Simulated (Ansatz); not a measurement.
The crystal is Ta2O5 (Pmmn).

```
Ta O
1.0
     3.84085    0.00000    0.00000
     0.00000   13.03732    0.00000
     0.00000    0.00000    3.87416
Ta O
4 10
Direct
  0.00000 0.14580 0.02271
  0.50000 0.35420 0.97729
  0.50000 0.64580 0.97729
  0.00000 0.85420 0.02271
  0.50000 0.18523 0.00206
  0.00000 0.31477 0.99794
  0.00000 0.68523 0.99794
  0.50000 0.81477 0.00206
  0.00000 0.85107 0.50765
  0.50000 0.64893 0.49235
  0.50000 0.35107 0.49235
  0.50000 0.50000 0.99500
  0.00000 0.00000 0.00500
  0.00000 0.14893 0.50765
```

The cell and positions are those that the Materials Project relaxed with its own functionals (PBE, PBE+U or r2SCAN), kept fixed. Spin-orbit coupling is left out unless a run names it.

Gaps computed with Ansatz 0.2.0 without a self-energy: LDA 2.22 eV, LDA+SOC 2.20 eV and HSE06+SOC 3.76 eV.

Question: Estimate the G0W0@LDA gap with 4×2×4 mesh, 2640 empty bands, screening to 330 eV, hard PAW files.

About 3.85 eV: on its mesh the run moves the gap from 2.21 eV by +1.64 eV. Bands and cutoff are finite, so the gap stands short of the basis limit, usually by up to a few tenths of an eV; the mesh is an error of its own. The 4×2×4 mesh is coarse for this cell (its supercell is 15 Å along the shortest edge). The RPA ε∞ on it, from the LDA start, is 4.64, 4.86 and 7.06; such meshes misread the long-range screening, most where the gap is narrow. The many-body steps are scalar-relativistic: spin-orbit coupling is not in them.

[Long decimals in the printed logs are rounded to 6 places.]

[Logs are printed without paths, hosts, clocks, repeated set-up lines and the standing remarks that a program may print on its own settings, such as how far it seeks lower states.]

[Paths, hosts, dates, memory and timing lines, banners, echoed tables and standing remarks are left out of the program output; an Ansatz launch command may be rebuilt from the run's recorded settings. Measured values are a selection of at most five: reports struck by readers or far from the other reports are left out. None is set beside runs whose start may be inverted or whose files or cutoffs have a known fault.]

[Runs of the session that timed out or met a known fault of the program may be left out.]

[Cells called generated may have been cut or substituted from an entry of the Crystallography Open Database or the Materials Project.]

[Hosts, paths, dates, database ids (printed as entryN), source tags and the programs' standing remarks are cut or masked in the printed files.]

[Where the starting crystal was built by hand or by swapping elements, it need not be the compound's stable phase.]
